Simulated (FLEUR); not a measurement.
# Magnetic state of free Co(0001) film, 3 layers from several starts, part 2 of 2

Wanted: the moments of free Co(0001) film, 3 layers and the energy of each order that was tried.

FLEUR MaX-R8.1; LDA (VWN); all-electron FLAPW film, Dirac cores, scalar-relativistic bands.

So far. Step 2 (Run 1 (ferro +++)): After 26 cycles the largest moment stands at 1.77 μB.

## Step 4: Start 3: no spin polarisation

A spinless run gives the zero against which the gain from the moments is read.

Input file inp.xml:

```
<?xml version="1.0" encoding="UTF-8" standalone="no"?>
<fleurInput fleurInputVersion="0.39">
   <comment>
      Co
   </comment>
   <calculationSetup>
      <cutoffs Kmax="3.66" Gmax="11.0" GmaxXC="11.0" numbands="0"/>
      <scfLoop itmax="120" minDistance="0.00002" maxIterBroyd="15" imix="Anderson" alpha="0.03" precondParam="0.0" spinf="2.0" sdNocoIR="T"/>
      <coreElectrons ctail="T" frcor="F" kcrel="1" coretail_lmax="0"/>
      <xcFunctional name="vwn" relativisticCorrections="F"/>
      <magnetism jspins="1"/>
      <soc l_soc="F" theta="0.0" phi="0.0" spav="F"/>
      <expertModes spex="0" secvar="F"/>
      <geometryOptimization l_f="F" forcealpha="1.0" forcemix="BFGS" epsdisp="0.00001" epsforce="0.00001"/>
      <ldaU l_linMix="F" mixParam="0.05" spinf="1.0"/>
   </calculationSetup>
   <cell>
      <bzIntegration valenceElectrons="51.0" mode="hist" fermiSmearingEnergy="0.00183747">
         <kPointListSelection listName="default-1"/>
         <xi:include xmlns:xi="http://www.w3.org/2001/XInclude" href="kpts.xml"> </xi:include>
      </bzIntegration>
      <xi:include xmlns:xi="http://www.w3.org/2001/XInclude" href="sym.xml"> </xi:include>
      <filmLattice scale="1.0" dVac="12.97" dTilda="15.47">
         <bravaisMatrixFilm>
            <row-1>    4.7375437355433538    -0.0000000791795246</row-1>
            <row-2>   -2.3687717992124133     4.1028332661104852</row-2>
         </bravaisMatrixFilm>
         <vacuumEnergyParameters vacuum="1" spinUp="-.25" spinDown="-.25"/>
      </filmLattice>
   </cell>
   <atomSpecies>
      <species name="Cobalt (Co)" element="Co" atomicNumber="27">
         <mtSphere radius="2.24" gridPoints="741" logIncrement="0.016"/>
         <atomicCutoffs lmax="8" lnonsphr="6"/>
         <electronConfig flipSpins="F">
            <coreConfig>(1s1/2) (2s1/2) (2p1/2) (2p3/2)</coreConfig>
            <valenceConfig>(3s1/2) (3p1/2) (3p3/2) (4s1/2) (3d3/2) (3d5/2)</valenceConfig>
            <stateOccupation state="(3d3/2)" spinUp="1.400000" spinDown="1.400000"/>
            <stateOccupation state="(3d5/2)" spinUp="2.100000" spinDown="2.100000"/>
         </electronConfig>
         <energyParameters s="4" p="4" d="3" f="4"/>
         <lo type="SCLO" l="0" n="3" eDeriv="0"/>
         <lo type="SCLO" l="1" n="3" eDeriv="0"/>
      </species>
   </atomSpecies>
   <atomGroups>
      <atomGroup species="Cobalt (Co)">
         <filmPos label="                   1">-1.000/3.000 1.000/3.000 -3.8456063830</filmPos>
         <filmPos label="                   3">-1.000/3.000 1.000/3.000 3.8456063830</filmPos>
         <force calculate="T" relaxXYZ="TTT"/>
      </atomGroup>
      <atomGroup species="Cobalt (Co)">
         <filmPos label="                   2">1.000/3.000 -1.000/3.000 .0000000000</filmPos>
         <force calculate="T" relaxXYZ="TTT"/>
      </atomGroup>
   </atomGroups>
   <output dos="F" band="F" slice="F">
      <bandDOS minEnergy="-.5*Htr" maxEnergy="0.5*Htr" sigma="0.015" storeEVData="T"/>
      <plotting iplot="0" polar="F">
         <plot TwoD="T" vec1="  1.0  0.0  0.0" vec2="  0.0  1.0  0.0" vec3="  0.0  0.0  1.0" zero="  0.0  0.0 -0.5" file="plot"/>
      </plotting>
      <moessbauerParams electricFieldGradient="F" isomerShift="T" coreHyperfine="T" valenceHyperfine="T"/>
   </output>
</fleurInput>
```

Input file crystal.txt:

```
Co
&input film=T cartesian=F /
2.50700018054  -0.00000004190  0.00000000000
-1.25350005399  2.17112586459  0.00000000000
0.00000000000  0.00000000000  1.00000000000
1.8897261246
1.0 1.0 1.0

3
27 0.66666666667  0.33333333333  -3.84560638303
27 0.33333333333  0.66666666667  0.00000000000
27 0.66666666667  0.33333333333  3.84560638303

&kpt div1=12 div2=12 div3=1 gamma=T /
```

On the command line:

```
$ OMP_NUM_THREADS=1 inpgen -f crystal.txt > inpgen.log  # inp.xml is then edited as shown
$ OMP_NUM_THREADS=1 mpirun -n 4 fleur_MPI > fleur.log
```

The log of the run:

```text
[banner, memory and clock lines left out]
Welcome to FLEUR        (www.flapw.de)
      MaX-Release 8.1          (www.max-centre.eu)

 ========== k-point set info ==========
 Selected k-point list: default-1
 k-point list type: mesh
 0 x 0 x 0
 Number of k points: 20

 [... set-up left out ...]
 Iteration:     1   Distance:      37.68775511 me/bohr^3
 [... lines of the core solver left out ...]
 Iteration:     2   Distance:      28.95047714 me/bohr^3
 [... lines of the core solver left out ...]
 Iteration:     3   Distance:      17.25652092 me/bohr^3
[...]
<FermiEnergy value="-0.2042940253" units="Htr"/>
         [... left out ...]
         <totalEnergy value="    -4173.3715420095" units="Htr">
            <sumOfEigenvalues value="    -2445.8090980653">
               <coreElectrons value="-2374.5629497714"/>
               <valenceElectrons value="-71.2461482939"/>
            </sumOfEigenvalues>
         [... left out ...]
            <freeEnergy value="-4173.3748061246"/>
            <extrapolationTo0K value="-4173.3731740671"/>
         </totalEnergy>
         <densityConvergence units="me/bohr^3">
            <chargeDensity spin="1" distance="0.0000148410"/>
         </densityConvergence>
      </iteration>
```

The job ended after 19 s (4 MPI ranks of Arm Neoverse N1, shared host; peak memory 0.2 GiB; 74 s of CPU time).

Numbers from this step:

```
free energy                                                       : -113563.3138 eV
program's band gap on this mesh (in a metal only a level spacing) : 0.02320 eV
final state                                                       : non-magnetic (no spin polarisation)
```

It lies 259 meV a seeded atom over the first start.

## Step 5: Ranking

Free energies are divided by the number of seeded atoms.

Orders:

```
               start    final state  typed order kept  energy over the lowest (meV a seeded atom)  largest sphere moment (μB)  net moment (μB a primitive cell)  mesh matched  CPU time (s)
           ferro +++  ferromagnetic               yes                                           0                       1.772                             5.158           yes         126.6
no spin polarisation   non-magnetic                 -                                       258.8                           0                                 0           yes         74.17
```

## Step 6: Spin–orbit coupling, moments along z

Spin–orbit coupling ties the spins to the lattice and lets orbital moments form.

A new self-consistent run of the start ferro +++, with the moments along z.

Input file inp.xml:

```
<?xml version="1.0" encoding="UTF-8" standalone="no"?>
<fleurInput fleurInputVersion="0.39">
   <comment>
      Co
   </comment>
   <calculationSetup>
      <cutoffs Kmax="3.66" Gmax="11.0" GmaxXC="11.0" numbands="111"/>
      <scfLoop itmax="120" minDistance="0.00002" maxIterBroyd="15" imix="Anderson" alpha="0.03" precondParam="0.0" spinf="2.0" sdNocoIR="T"/>
      <coreElectrons ctail="T" frcor="F" kcrel="1" coretail_lmax="0"/>
      <xcFunctional name="vwn" relativisticCorrections="F"/>
      <magnetism jspins="2"/>
      <soc l_soc="T" theta="0.0" phi="0.0" spav="F"/>
      <expertModes spex="0" secvar="F"/>
      <geometryOptimization l_f="F" forcealpha="1.0" forcemix="BFGS" epsdisp="0.00001" epsforce="0.00001"/>
      <ldaU l_linMix="F" mixParam="0.05" spinf="1.0"/>
   </calculationSetup>
   <cell>
      <bzIntegration valenceElectrons="51.0" mode="hist" fermiSmearingEnergy="0.00183747">
         <kPointListSelection listName="default-1"/>
         <xi:include xmlns:xi="http://www.w3.org/2001/XInclude" href="kpts.xml"> </xi:include>
      </bzIntegration>
      <xi:include xmlns:xi="http://www.w3.org/2001/XInclude" href="sym.xml"> </xi:include>
      <filmLattice scale="1.0" dVac="12.97" dTilda="15.47">
         <bravaisMatrixFilm>
            <row-1>    4.7375437355433538    -0.0000000791795246</row-1>
            <row-2>   -2.3687717992124133     4.1028332661104852</row-2>
         </bravaisMatrixFilm>
         <vacuumEnergyParameters vacuum="1" spinUp="-.25" spinDown="-.25"/>
      </filmLattice>
   </cell>
   <atomSpecies>
      <species name="Cobalt (Co2.000" element="Co" atomicNumber="27">
         <mtSphere radius="2.24" gridPoints="741" logIncrement="0.016"/>
         <atomicCutoffs lmax="8" lnonsphr="6"/>
         <electronConfig flipSpins="F">
            <coreConfig>(1s1/2) (2s1/2) (2p1/2) (2p3/2)</coreConfig>
            <valenceConfig>(3s1/2) (3p1/2) (3p3/2) (4s1/2) (3d3/2) (3d5/2)</valenceConfig>
            <stateOccupation state="(3d3/2)" spinUp="1.5" spinDown="1.3"/>
            <stateOccupation state="(3d5/2)" spinUp="3.0" spinDown="1.2"/>
         </electronConfig>
         <energyParameters s="4" p="4" d="3" f="4"/>
         <lo type="SCLO" l="0" n="3" eDeriv="0"/>
         <lo type="SCLO" l="1" n="3" eDeriv="0"/>
      </species>
   </atomSpecies>
   <atomGroups>
      <atomGroup species="Cobalt (Co2.000">
         <filmPos label="                   1">-1.000/3.000 1.000/3.000 -3.8456063830</filmPos>
         <filmPos label="                   3">-1.000/3.000 1.000/3.000 3.8456063830</filmPos>
         <force calculate="T" relaxXYZ="TTT"/>
      </atomGroup>
      <atomGroup species="Cobalt (Co2.000">
         <filmPos label="                   2">1.000/3.000 -1.000/3.000 .0000000000</filmPos>
         <force calculate="T" relaxXYZ="TTT"/>
      </atomGroup>
   </atomGroups>
   <output dos="F" band="F" slice="F">
      <bandDOS minEnergy="-.5*Htr" maxEnergy="0.5*Htr" sigma="0.015" storeEVData="T"/>
      <plotting iplot="0" polar="F">
         <plot TwoD="T" vec1="  1.0  0.0  0.0" vec2="  0.0  1.0  0.0" vec3="  0.0  0.0  1.0" zero="  0.0  0.0 -0.5" file="plot"/>
      </plotting>
      <moessbauerParams electricFieldGradient="F" isomerShift="T" coreHyperfine="T" valenceHyperfine="T"/>
   </output>
</fleurInput>
```

Input file crystal.txt:

```
Co
&input film=T cartesian=F /
2.50700018054  -0.00000004190  0.00000000000
-1.25350005399  2.17112586459  0.00000000000
0.00000000000  0.00000000000  1.00000000000
1.8897261246
1.0 1.0 1.0

3
27 0.66666666667  0.33333333333  -3.84560638303 : 2.000
27 0.33333333333  0.66666666667  0.00000000000 : 2.000
27 0.66666666667  0.33333333333  3.84560638303 : 2.000

&soc 0.0000000 0.0000000 /
&kpt div1=12 div2=12 div3=1 gamma=T /
```

The log of the run:

```text
[banner, memory and clock lines left out]
Welcome to FLEUR        (www.flapw.de)
      MaX-Release 8.1          (www.max-centre.eu)

 ========== k-point set info ==========
 Selected k-point list: default-1
 k-point list type: mesh
 0 x 0 x 0
 Number of k points: 52

 [... set-up left out ...]
 Iteration:     1   Distance:      31.47020651 me/bohr^3
 [... lines of the core solver left out ...]
 Iteration:     2   Distance:      12.36106775 me/bohr^3
 [... lines of the core solver left out ...]
 Iteration:     3   Distance:      13.41598303 me/bohr^3
 [... lines of the core solver left out ...]
 Iteration:     4   Distance:       6.61170468 me/bohr^3
 [... lines of the core solver left out ...]
 Iteration:     5   Distance:       6.35240029 me/bohr^3
 [... lines of the core solver left out ...]
 Iteration:     6   Distance:       3.91390895 me/bohr^3
 [... lines of the core solver left out ...]
 Iteration:     7   Distance:       3.16531628 me/bohr^3
 [... lines of the core solver left out ...]
[... rest left out ...]

--- out.xml (last complete iteration) ---
<iteration numberForCurrentRun="   26" overallNumber="   26">
         [... left out ...]
         <bandgap value="0.0000000000" units="eV"/>
         <sumValenceSingleParticleEnergies value="-71.1802932030" units="Htr"/>
         <FermiEnergy value="-0.1955750859" units="Htr"/>
         [... left out ...]
         <magneticMomentsInMTSpheres units="muBohr">
            <globalMagMoment atomType="1" vec="0.00000   0.00000   1.76755"/>
            <globalMagMoment atomType="2" vec="0.00000   0.00000   1.74502"/>
         </magneticMomentsInMTSpheres>
         <orbitalMomentsInMTSpheres units="muBohr">
            <globalMagMoment atomType="1" vec="0.00000   0.00000   0.09474"/>
            <globalMagMoment atomType="2" vec="0.00000   0.00000   0.08218"/>
         </orbitalMomentsInMTSpheres>
         [... left out ...]
         <totalEnergy value="    -4173.4046022460" units="Htr">
            <sumOfEigenvalues value="    -2445.5421513866">
               <coreElectrons value="-2374.3618581836"/>
               <valenceElectrons value="-71.1802932030"/>
            </sumOfEigenvalues>
         [... left out ...]
            <freeEnergy value="-4173.4057220476"/>
            <extrapolationTo0K value="-4173.4051621468"/>
         </totalEnergy>
         <densityConvergence units="me/bohr^3">
            <chargeDensity spin="1" distance="0.0000073793"/>
            <chargeDensity spin="2" distance="0.0000053152"/>
            <overallChargeDensity distance="0.0000080957"/>
            <spinDensity distance="0.0000099935"/>
         </densityConvergence>
      </iteration>
```

It took 3.1 min on 4 MPI ranks; peak memory 0.39 GiB; 12 min of CPU time.

Spin moment in the muffin-tin sphere by atom:

```
atom  spin moment in the muffin-tin sphere (μB)
 Co1                                       1.77
 Co2                                       1.75
 Co3                                       1.77
```

Read from the output:

* free energy: -113564.1551 eV
* program's band gap on this mesh (in a metal only a level spacing): 0 eV
* magnetization: 5.147 μB
* final state: ferromagnetic
* orbital moment along the spin: 0.09474 μB

Orbital moment in the sphere, along the spin axis by atom:

```
atom  orbital moment in the sphere, along the spin axis (μB)
 Co1                                                  0.0947
 Co2                                                  0.0822
 Co3                                                  0.0947
```

Fields along z, the direction of positive moments; semicore shells count as valence. Hyperfine fields at the nuclei:

```
atom  core contact (T)  valence contact (T)  dipolar (T)  orbital (T)  sum (T)  density at the nucleus (e/bohr³)
 Co1            -46.97                25.47        2.703         6.89   -11.91                             17204
 Co2             -47.4                21.61         1.01        5.965   -18.81                             17204
 Co3            -46.97                25.47        2.703         6.89   -11.91                             17204
```

## Step 7: Outcome

```yaml
lower_run: with moments
largest_site_spin_moment: 1.77 μB
next_finished_state: non-magnetic, 259 meV a seeded atom higher
energy_gained_by_spin_polarisation: 259 meV a seeded atom
hyperfine_field_at_co1_along_its_moment: -11.9 T
orbital_moment_on_the_atom_of_largest_spin_along_its_spin_spin_orbit_run: 0.0947 μB
```

**Reading.** No opposed order could be compared. The parallel start holds moments up to 1.77 μB. 1 start gave no converged result and is missing from the ranking; a lower order may hide there. At Co1 the core shells give -47.0 T and the valence and semicore s states 25.5 T along the moment, -12.2 T per μB together; orbital and dipolar parts add 9.6 T. Semilocal functionals tend to give too weak a core polarisation. The orbital moment is parallel to the spin, as Hund's third rule has it for a shell over half filled. No antiferromagnetic order was obtained, so the session says nothing on how the moments order.

[Logs and program files are shortened in this print: banners, set-up blocks, solver, clock and traceback lines can be left out without a mark of their own.]

[Logs are printed without paths, hosts, clocks, repeated set-up lines and the standing remarks that a program may print on its own settings, such as how far it seeks lower states.]

[Hosts, paths, dates, database ids (printed as entryN), source tags and the programs' standing remarks are cut or masked in the printed files.]

[Where a cell is said to come from a database of computed structures, the database is the Materials Project.]
